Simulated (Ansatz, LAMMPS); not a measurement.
# A vacancy of Se at several sites of Zn44Se15S29 with crystalline order left by the classical run (88 atoms), part 2 of 4

At which site of Zn44Se15S29 with crystalline order left by the classical run (88 atoms) does a vacancy of Se cost least, and what about the site decides it?

Ansatz 0.2.0; Kohn-Sham DFT, PBE, PAW (set soft_2), plane waves.

The cell: 44 Zn, 15 Se and 29 S. The quench rate of 3 K/ps far exceeds what a furnace or splat quench reaches. The starting topology of bonds comes from the classical model. Only the Γ point is sampled, in a cell whose shortest periodic width is 12 Å.

So far. Step 2 (Single point at the start): The r.m.s. force at the start is 0.32 eV/Å.

## 3. Relaxation

The atoms are relaxed in the fixed cell, aiming at the force tolerance of the input.

File input.yaml:

```yaml
crystal:
  lattice:
    - [12.2405, 0.0, 0.0]
    - [0.0, 12.2405, 0.0]
    - [0.0, 0.0, 12.2405]
  atoms:
    [... the 88 atom lines of step 2 ...]
kpoints:
  mp_grid: { grid: [1, 1, 1] }
hamiltonian:
  xc: pbe
scf:
  occupations: { method: gaussian, width: 0.025 }
output:
  forces: true
relax:
  f_tol: 0.05
  max_steps: 120
```

Launch:

```
$ ansatz run input.yaml --threads 4 --pin off --max-ram 8192MiB --backend cpu --events-out ev --progress --plain --runs-dir out
```

Numbers of over 12 decimals in the logs are rounded to 6 here.

The log of the run:

```text
[...]
Crystal: 88 atoms, lattice volume = 1833.992 Å³
Basis set: ecut = 420 eV, 35825 PW (Γ), exchange–correlation on 180×180×180 points (8 copies of the dense FFT grid, shifted against one another)
Bands: 566, of which v1, the nominal top of the filled ones, is band 471 counted from 1 (470 counted from 0)
Symmetry: 1 space group operations
[...]
k-points: 1
[...]
SCF iter   1: F=—  HF=-254287.197310 eV  |F-HF|=—  |Δ(HF+E_count)|=         —  Δρ=2.03e-3  dr2=1.63e-1  ethr=1.77e-3  ⟨swp⟩=6.0  Hψ=2317  notcnv=0  defer=23
[...]
SCF iter   6: F=—  HF=-254287.164868 eV  |F-HF|=—  |Δ(HF+E_count)|=   1.49e-4  Δρ=5.00e-5  dr2=1.08e-4  ethr=1.26e-7  ⟨swp⟩=2.0  Hψ=943  notcnv=0  defer=87
SCF iter   7: F=-254287.164863 eV  HF=-254287.164890 eV  |F-HF|=2.72e-5  |Δ(HF+E_count)|=   2.20e-5  Δρ=4.16e-5  dr2=3.97e-5  ethr=6.63e-9  ⟨swp⟩=3.0  Hψ=1987  notcnv=0
SCF 1 converged in 7 iterations: F = -254287.164863 eV  dr2 = 3.97e-5
[...]
relax step   1: F+E_penalty+E_count = -254287.16486291 eV  Δ(F+E_penalty+E_count) = +0.000e0 eV  max|allowed force component| = 1.119e0 eV/Å  Δτ_max = 0.0000 Å  (7 SCF iters, dr2 threshold 6.25e-5 eV, accepted)
[...]
relax step   2: F+E_penalty+E_count = -254288.79899282 eV  Δ(F+E_penalty+E_count) = -1.634e0 eV  max|allowed force component| = 6.865e-1 eV/Å  Δτ_max = 0.1950 Å  (7 SCF iters, dr2 threshold 7.82e-5 eV, accepted)
[...]
relax step   3: F+E_penalty+E_count = -254289.27428081 eV  Δ(F+E_penalty+E_count) = -4.753e-1 eV  max|allowed force component| = 7.337e-1 eV/Å  Δτ_max = 0.2000 Å  (7 SCF iters, dr2 threshold 2.95e-5 eV, accepted)
relax step   4: F+E_penalty+E_count = -254289.70428471 eV  Δ(F+E_penalty+E_count) = -4.300e-1 eV  max|allowed force component| = 4.246e-1 eV/Å  Δτ_max = 0.1945 Å  (7 SCF iters, dr2 threshold 1.00e-4 eV, accepted)
relax step   5: F+E_penalty+E_count = -254290.01693171 eV  Δ(F+E_penalty+E_count) = -3.126e-1 eV  max|allowed force component| = 3.545e-1 eV/Å  Δτ_max = 0.1951 Å  (7 SCF iters, dr2 threshold 6.04e-5 eV, accepted)
relax step   6: F+E_penalty+E_count = -254290.20759775 eV  Δ(F+E_penalty+E_count) = -1.907e-1 eV  max|allowed force component| = 2.793e-1 eV/Å  Δτ_max = 0.1945 Å  (7 SCF iters, dr2 threshold 4.21e-5 eV, accepted)
relax step   7: F+E_penalty+E_count = -254290.39453778 eV  Δ(F+E_penalty+E_count) = -1.869e-1 eV  max|allowed force component| = 2.021e-1 eV/Å  Δτ_max = 0.2000 Å  (7 SCF iters, dr2 threshold 4.85e-5 eV, accepted)
relax step   8: F+E_penalty+E_count = -254290.53487287 eV  Δ(F+E_penalty+E_count) = -1.403e-1 eV  max|allowed force component| = 2.123e-1 eV/Å  Δτ_max = 0.1910 Å  (7 SCF iters, dr2 threshold 2.14e-5 eV, accepted)
relax step   9: F+E_penalty+E_count = -254290.63252094 eV  Δ(F+E_penalty+E_count) = -9.765e-2 eV  max|allowed force component| = 3.418e-1 eV/Å  Δτ_max = 0.1935 Å  (7 SCF iters, dr2 threshold 2.36e-5 eV, accepted)
relax step  10: F+E_penalty+E_count = -254290.73838056 eV  Δ(F+E_penalty+E_count) = -1.059e-1 eV  max|allowed force component| = 2.502e-1 eV/Å  Δτ_max = 0.1944 Å  (6 SCF iters, dr2 threshold 1.00e-4 eV, accepted)
relax step  11: F+E_penalty+E_count = -254290.85923941 eV  Δ(F+E_penalty+E_count) = -1.209e-1 eV  max|allowed force component| = 2.042e-1 eV/Å  Δτ_max = 0.2000 Å  (6 SCF iters, dr2 threshold 3.35e-5 eV, accepted)
relax step  12: F+E_penalty+E_count = -254290.94711265 eV  Δ(F+E_penalty+E_count) = -8.787e-2 eV  max|allowed force component| = 1.451e-1 eV/Å  Δτ_max = 0.1961 Å  (6 SCF iters, dr2 threshold 2.23e-5 eV, accepted)
relax step  13: F+E_penalty+E_count = -254290.99855754 eV  Δ(F+E_penalty+E_count) = -5.144e-2 eV  max|allowed force component| = 1.508e-1 eV/Å  Δτ_max = 0.2000 Å  (7 SCF iters, dr2 threshold 1.06e-5 eV, accepted)
relax step  14: F+E_penalty+E_count = -254291.03508711 eV  Δ(F+E_penalty+E_count) = -3.653e-2 eV  max|allowed force component| = 1.930e-1 eV/Å  Δτ_max = 0.1942 Å  (7 SCF iters, dr2 threshold 1.15e-5 eV, accepted)
relax step  15: F+E_penalty+E_count = -254291.06110877 eV  Δ(F+E_penalty+E_count) = -2.602e-2 eV  max|allowed force component| = 1.554e-1 eV/Å  Δτ_max = 0.1950 Å  (6 SCF iters, dr2 threshold 3.72e-5 eV, accepted)
relax step  16: F+E_penalty+E_count = -254291.10188817 eV  Δ(F+E_penalty+E_count) = -4.078e-2 eV  max|allowed force component| = 1.547e-1 eV/Å  Δτ_max = 0.1305 Å  (6 SCF iters, dr2 threshold 1.57e-5 eV, accepted)
relax step  17: F+E_penalty+E_count = -254291.14173972 eV  Δ(F+E_penalty+E_count) = -3.985e-2 eV  max|allowed force component| = 1.130e-1 eV/Å  Δτ_max = 0.1397 Å  (6 SCF iters, dr2 threshold 1.55e-5 eV, accepted)
relax step  18: F+E_penalty+E_count = -254291.18116224 eV  Δ(F+E_penalty+E_count) = -3.942e-2 eV  max|allowed force component| = 1.741e-1 eV/Å  Δτ_max = 0.1844 Å  (7 SCF iters, dr2 threshold 6.82e-6 eV, accepted)
relax step  19: F+E_penalty+E_count = -254291.25143282 eV  Δ(F+E_penalty+E_count) = -7.027e-2 eV  max|allowed force component| = 2.599e-1 eV/Å  Δτ_max = 0.1947 Å  (6 SCF iters, dr2 threshold 1.62e-5 eV, accepted)
relax step  20: F+E_penalty+E_count = -254291.35714664 eV  Δ(F+E_penalty+E_count) = -1.057e-1 eV  max|allowed force component| = 2.593e-1 eV/Å  Δτ_max = 0.1947 Å  (6 SCF iters, dr2 threshold 6.76e-5 eV, accepted)
relax step  21: F+E_penalty+E_count = -254291.44637571 eV  Δ(F+E_penalty+E_count) = -8.923e-2 eV  max|allowed force component| = 1.474e-1 eV/Å  Δτ_max = 0.1951 Å  (6 SCF iters, dr2 threshold 6.69e-5 eV, accepted)
relax step  22: F+E_penalty+E_count = -254291.46719638 eV  Δ(F+E_penalty+E_count) = -2.082e-2 eV  max|allowed force component| = 1.212e-1 eV/Å  Δτ_max = 0.0791 Å  (7 SCF iters, dr2 threshold 7.01e-6 eV, accepted)
relax step  23: F+E_penalty+E_count = -254291.48659134 eV  Δ(F+E_penalty+E_count) = -1.939e-2 eV  max|allowed force component| = 8.812e-2 eV/Å  Δτ_max = 0.0888 Å  (7 SCF iters, dr2 threshold 4.74e-6 eV, accepted)
relax step  24: F+E_penalty+E_count = -254291.50171920 eV  Δ(F+E_penalty+E_count) = -1.513e-2 eV  max|allowed force component| = 1.282e-1 eV/Å  Δτ_max = 0.1013 Å  (6 SCF iters, dr2 threshold 4.11e-6 eV, accepted)
relax step  25: F+E_penalty+E_count = -254291.53642678 eV  Δ(F+E_penalty+E_count) = -3.471e-2 eV  max|allowed force component| = 1.079e-1 eV/Å  Δτ_max = 0.1966 Å  (7 SCF iters, dr2 threshold 8.70e-6 eV, accepted)
relax step  26: F+E_penalty+E_count = -254291.58239477 eV  Δ(F+E_penalty+E_count) = -4.597e-2 eV  max|allowed force component| = 8.682e-2 eV/Å  Δτ_max = 0.1970 Å  (7 SCF iters, dr2 threshold 8.24e-6 eV, accepted)
relax step  27: F+E_penalty+E_count = -254291.61673789 eV  Δ(F+E_penalty+E_count) = -3.434e-2 eV  max|allowed force component| = 1.958e-1 eV/Å  Δτ_max = 0.1946 Å  (8 SCF iters, dr2 threshold 4.88e-6 eV, accepted)
relax step  28: F+E_penalty+E_count = -254291.64787392 eV  Δ(F+E_penalty+E_count) = -3.114e-2 eV  max|allowed force component| = 9.272e-2 eV/Å  Δτ_max = 0.2000 Å  (6 SCF iters, dr2 threshold 2.48e-5 eV, accepted)
relax step  29: F+E_penalty+E_count = -254291.65180177 eV  Δ(F+E_penalty+E_count) = -3.928e-3 eV  max|allowed force component| = 9.211e-2 eV/Å  Δτ_max = 0.0667 Å  (9 SCF iters, accepted)
relax step  30: F+E_penalty+E_count = -254291.65711545 eV  Δ(F+E_penalty+E_count) = -5.314e-3 eV  max|allowed force component| = 5.659e-2 eV/Å  Δτ_max = 0.0311 Å  (8 SCF iters, accepted)
[...]
relax step  31: F+E_penalty+E_count = -254291.65870901 eV  Δ(F+E_penalty+E_count) = -1.594e-3 eV  max|allowed force component| = 3.477e-2 eV/Å  Δτ_max = 0.0250 Å  (8 SCF iters, accepted)
SCF converged after 8 iterations
Free energy (F): -254291.658709 eV
[...]
Internal energy: -254291.658709 eV  (E = F + TS)
E sigma→0 (E₀):  -254291.658709 eV
Fermi energy:    7.012668 eV
[...]
Σ components = -254291.658709   (vs F -254291.658709, Δ=0.00e0)
--- Forces (eV/Å), atoms counted from 1 ---
  atom   1  Zn     0.02636140    -0.01547476     0.01622568
  atom   2  Zn     0.00204581     0.00292595     0.00090961
  atom   3  Zn     0.00591483     0.00271697    -0.01654573
  atom   4  Zn    -0.01020907    -0.01257393     0.01827079
[...]
atom  88  S      0.00526710     0.00169187    -0.00287767
  max |Σ_I F_I| component: 1.26e-5 eV/Å
--- Relaxed structure (31 steps of the walk, 31 accepted, 0 SCFs on fresh bases) ---
  F+E_penalty+E_count = -254291.65870901 eV   max|allowed force component| = 3.477e-2 eV/Å
  atoms:
    - { symbol: Zn, position: [0.940728, 0.885584, 0.848374] }
    - { symbol: Zn, position: [0.216979, 0.861212, 0.920794] }
    - { symbol: Zn, position: [0.734991, 0.921966, 0.622878] }
    - { symbol: Zn, position: [0.867107, 0.058594, 0.119701] }
[...]
- { symbol: S, position: [0.087463, 0.897294, 0.276908] }
```

The job ended after 3.6 min (4 threads of AMD EPYC 9B45 (Zen 5), shared host; peak memory 3 GiB).

The relaxation converged after 31 steps, 4.49 eV below its start, with a largest force component of 0.035 eV/Å.

## 4. Single point at the relaxed geometry

The electronic structure is read at the final geometry, in a run of its own.

File input.yaml:

```yaml
crystal:
  lattice:
    - [12.2405, 0.0, 0.0]
    - [0.0, 12.2405, 0.0]
    - [0.0, 0.0, 12.2405]
  atoms:
    - { symbol: Zn, position: [0.94073, 0.88558, 0.84837] }
    - { symbol: Zn, position: [0.21698, 0.86121, 0.92079] }
    - { symbol: Zn, position: [0.73499, 0.92197, 0.62288] }
    - { symbol: Zn, position: [0.86711, 0.05859, 0.1197] }
    - { symbol: Zn, position: [0.56806, 0.12406, 0.16861] }
    - { symbol: Zn, position: [0.31003, 0.2227, 0.6487] }
    [... 76 atom lines left out ...]
    - { symbol: S, position: [0.25289, 0.22722, 0.83204] }
    - { symbol: S, position: [0.65641, 0.45175, 0.13539] }
    - { symbol: S, position: [0.71397, 0.34344, 0.43245] }
    - { symbol: S, position: [0.9101, 0.46209, 0.97512] }
    - { symbol: S, position: [0.1034, 0.97215, 0.80812] }
    - { symbol: S, position: [0.08746, 0.89729, 0.27691] }
kpoints:
  mp_grid: { grid: [1, 1, 1] }
hamiltonian:
  xc: pbe
scf:
  occupations: { method: gaussian, width: 0.025 }
output:
  forces: true
  stress: true
  populations: true
  dos:
    method: { smearing: { sigma: 0.08 } }
    de: 0.1
    projected: { site_lists: { S: [S], Se: [Se], Zn: [Zn] } }
  eigenvalues: true
  write_density: true
  write_potential: true
  volumetric_format: npy
  elf: true
```

The log of the run:

```text
[...]
Crystal: 88 atoms, lattice volume = 1833.992 Å³
Basis set: ecut = 420 eV, 35825 PW (Γ), exchange–correlation on 180×180×180 points (8 copies of the dense FFT grid, shifted against one another)
Bands: 566, of which v1, the nominal top of the filled ones, is band 471 counted from 1 (470 counted from 0)
Symmetry: 1 space group operations
[...]
k-points: 1
[...]
SCF iter   1: F=—  HF=-254291.664459 eV  |F-HF|=—  |Δ(HF+E_count)|=         —  Δρ=1.08e-3  dr2=4.90e-2  ethr=1.77e-3  ⟨swp⟩=6.0  Hψ=2324  notcnv=0  defer=23
[...]
SCF iter  10: F=-254291.658705 eV  HF=-254291.658705 eV  |F-HF|=1.50e-8  |Δ(HF+E_count)|=   1.05e-7  Δρ=7.79e-7  dr2=2.02e-8  ethr=1.06e-11  ⟨swp⟩=15.0  Hψ=4316  notcnv=0
SCF 1 converged in 10 iterations: F = -254291.658705 eV  dr2 = 2.02e-8
[...]
SCF converged after 10 iterations
Free energy (F): -254291.658705 eV
[...]
Internal energy: -254291.658705 eV  (E = F + TS)
E sigma→0 (E₀):  -254291.658705 eV
Fermi energy:    7.012689 eV
[...]
--- Forces (eV/Å), atoms counted from 1 ---
  atom   1  Zn     0.02614752    -0.01536421     0.01652727
  atom   2  Zn     0.00215947     0.00302781     0.00139244
  atom   3  Zn     0.00594816     0.00276093    -0.01669329
  atom   4  Zn    -0.01045853    -0.01193756     0.01844471
  atom   5  Zn     0.00144023     0.01152908     0.01396768
  atom   6  Zn     0.00741243    -0.00148214    -0.00782627
  atom   7  Zn    -0.00435237     0.00122633     0.00134782
  atom   8  Zn    -0.00842269     0.00665605    -0.00933456
  atom   9  Zn     0.00958435     0.01042126    -0.00260872
  atom  10  Zn     0.00163018    -0.01383621     0.00580569
  atom  11  Zn     0.01386089     0.00813845     0.00315483
  atom  12  Zn     0.00512788     0.00171116    -0.00241048
  atom  13  Zn     0.01259210    -0.00244908     0.00109790
  atom  14  Zn    -0.00998370    -0.01285502    -0.00536221
[...]
atom  87  S     -0.01252288    -0.00101406     0.00977408
  atom  88  S      0.00539645     0.00236358    -0.00295000
  max |Σ_I F_I| component: 3.45e-5 eV/Å
--- Stress (GPa, compression-positive) ---
        2.575435       0.189725      -0.673301
        0.189725       2.440528       1.285328
       -0.673301       1.285328       1.479814
  P = ⅓ Tr σ = 2.1653 GPa (21.653 kbar)
--- Band table (eV) ---
[...]
--- Löwdin populations: 88 sites ---
  site symbol       q [e]
     0     Zn     10.7081
     1     Zn     10.7302
     2     Zn     10.7432
[...]
87      S      7.0826
  spilling = 0.009371 (of n_electrons = 942.000000)
```

Run time: 16 s. Hardware: 4 threads; peak memory 3 GiB.

Read from the output:

| Quantity | Value |
| --- | --- |
| free energy | -254291.6587 eV |
| free energy per atom | -2889.6779 eV/atom |
| SCF cycles | 10 |
| pressure | 2.165 GPa |
| r.m.s. force component | 0.00959 eV/Å |
| longest force | 0.03794 eV/Å |
| Fermi energy | 7.013 eV |
| gap (highest filled to lowest empty level) | 1.152 eV |
| spilling of the projection | 0.009371 |

States in the cell by windows of 1 eV, zero at the Fermi level; the larger projections on atomic orbitals stand beside the total:

| from (eV) | to (eV) | total | Zn d | S p | Se p | Zn s |
| --- | --- | --- | --- | --- | --- | --- |
| -10 | -8 | 0.0 | 0.0 | 0.0 | 0.0 | 0.0 |
| -8 | -7 | 235.3 | 213.0 | 14.4 | 4.8 | 2.6 |
| -7 | -6 | 205.2 | 197.3 | 2.9 | 1.7 | 1.4 |
| -6 | -5 | 49.8 | 8.2 | 18.9 | 8.5 | 12.4 |
| -5 | -4 | 34.1 | 4.2 | 16.2 | 6.7 | 4.2 |
| -4 | -3 | 51.5 | 4.4 | 29.3 | 11.6 | 2.9 |
| -3 | -2 | 71.6 | 5.0 | 42.4 | 20.1 | 0.9 |
| -2 | -1 | 49.2 | 3.2 | 23.2 | 20.5 | 0.4 |
| -1 | 0 | 7.3 | 0.5 | 3.4 | 3.1 | 0.1 |
| 0 | 1 | 2.0 | 0.0 | 0.1 | 0.0 | 1.2 |
| 1 | 2 | 5.6 | 0.0 | 0.9 | 0.3 | 2.4 |
| 2 | 3 | 33.5 | 0.1 | 4.4 | 2.3 | 13.6 |
| 3 | 4 | 51.0 | 0.2 | 6.2 | 3.6 | 16.6 |
| 4 | 5 | 50.4 | 0.1 | 3.3 | 2.0 | 6.9 |

The curve was stored every 0.100 eV, coarse against its broadening of 0.08 eV, so these counts are rough.

Between -26 and -10 eV lie 88 more states.

The stored curve holds about 792 of the 942 electrons; the rest, give or take the few that broadening carries across the Fermi level, lie in deeper levels below its range.

The levels nearest the highest filled one (over half full), pooled over k-points and spins:

```csv
level less the highest filled one (eV),occupation
-0.655,2
-0.557,2
-0.420,2
-0.267,2
-0.147,2
0,2
1.15,0
2.09,0
2.44,0
2.54,0
2.61,0
2.70,0
```

Electrostatic potential energy in the bc plane at fractional x = 0.714, with atoms of Zn and Se and S within 0.2 Å of it. With pseudopotentials it is smooth inside the atoms' cores, unlike the true potential.

Ten even steps from '0' (-31 eV) to '9' (11 eV), each cell a mean:
```
8778999999999999999986213775447899
6335899755799999999997213799889998
5224787200379999999998767899999998
7657897301488999999998767899999998
8889999866899999999985102589999999
9999999999999987335772000389999999
9999999999999972010575212689999899
9999999999999983001688878899975347
8875678999999998656899999999841003
8645546999999998767899999999851014
8557756999999986212689999999986568
9754458999877884000489999999999999
9987789997300376323789999999999999
9864579996011168888887789999999999
8510037998411489999976678778999999
8510027999877899999988887557999988
8753468999876799999999998778998767
8998888898743589999999999999998767
9999731368865788999999999999999889
9998500048998876689999999999999999
9999742379999852478889999999899999
9999988899999875677678999975447999
9999999999999999887668899840003799
9999999999999999998888777740003799
```
Columns run along b (12.2 Å; values clipped at the 3rd and 97th percentile), rows up along c (12.2 Å). Atoms in or near the plane, at fractional coordinates: Zn at (0.10, 0.36), Zn at (0.68, 0.76), Zn at (0.83, 0.03), Se at (0.11, 0.56), S at (0.50, 0.71), S at (0.34, 0.43).

ELF in the bc plane at fractional x = 0.714, with atoms of Zn and Se and S within 0.2 Å of it. It is the smooth field of the valence electrons, not physical close to the nuclei.

Ten even steps from '0' (0.00) to '9' (0.86), each cell a mean:
```
1111125676531000001379989842111111
1111149999873100000489989963110011
2111259977985210000157999752000122
3221148978984211221112333321000245
7532126899852125776421001110001467
7631002455421379989831000111001467
4210011111001599527962101112111234
1123443100001589658973111233321112
3677887410000268999752111233210001
5885588620000023333320000012210001
7973378511344321101111000000112222
6888897315999741000122100000111112
2467774149977983111246532101100000
1222221169811796212578864211100001
2200011148977985213688874222112344
4200011114677763002578863222246788
7311122211222221000245542222368899
7312578752121122100001111112368999
4115898885211246531000000000246787
1026985798313799875210000000011222
0015899997215899996211000001111110
0002588874004789973211111111112221
1000123210002467642112454210001222
1100000011000112211236898520001221
```
Columns run along b (12.2 Å), rows up along c (12.2 Å). Atoms in or near the plane, at fractional coordinates: Zn at (0.10, 0.36), Zn at (0.68, 0.76), Zn at (0.83, 0.03), Se at (0.11, 0.56), S at (0.50, 0.71), S at (0.34, 0.43).

Between filled and empty levels lie 1.15 eV (at Γ alone); a semilocal functional tends to put such gaps too low. In a disordered cell it changes from sample to sample, and tail or defect levels can set it.

[end of part 2 of 4]

[Logs are printed without paths, hosts, clocks, repeated set-up lines and the standing remarks that a program may print on its own settings, such as how far it seeks lower states.]

[Hosts, paths, dates, database ids (printed as entryN), source tags and the programs' standing remarks are cut or masked in the printed files.]
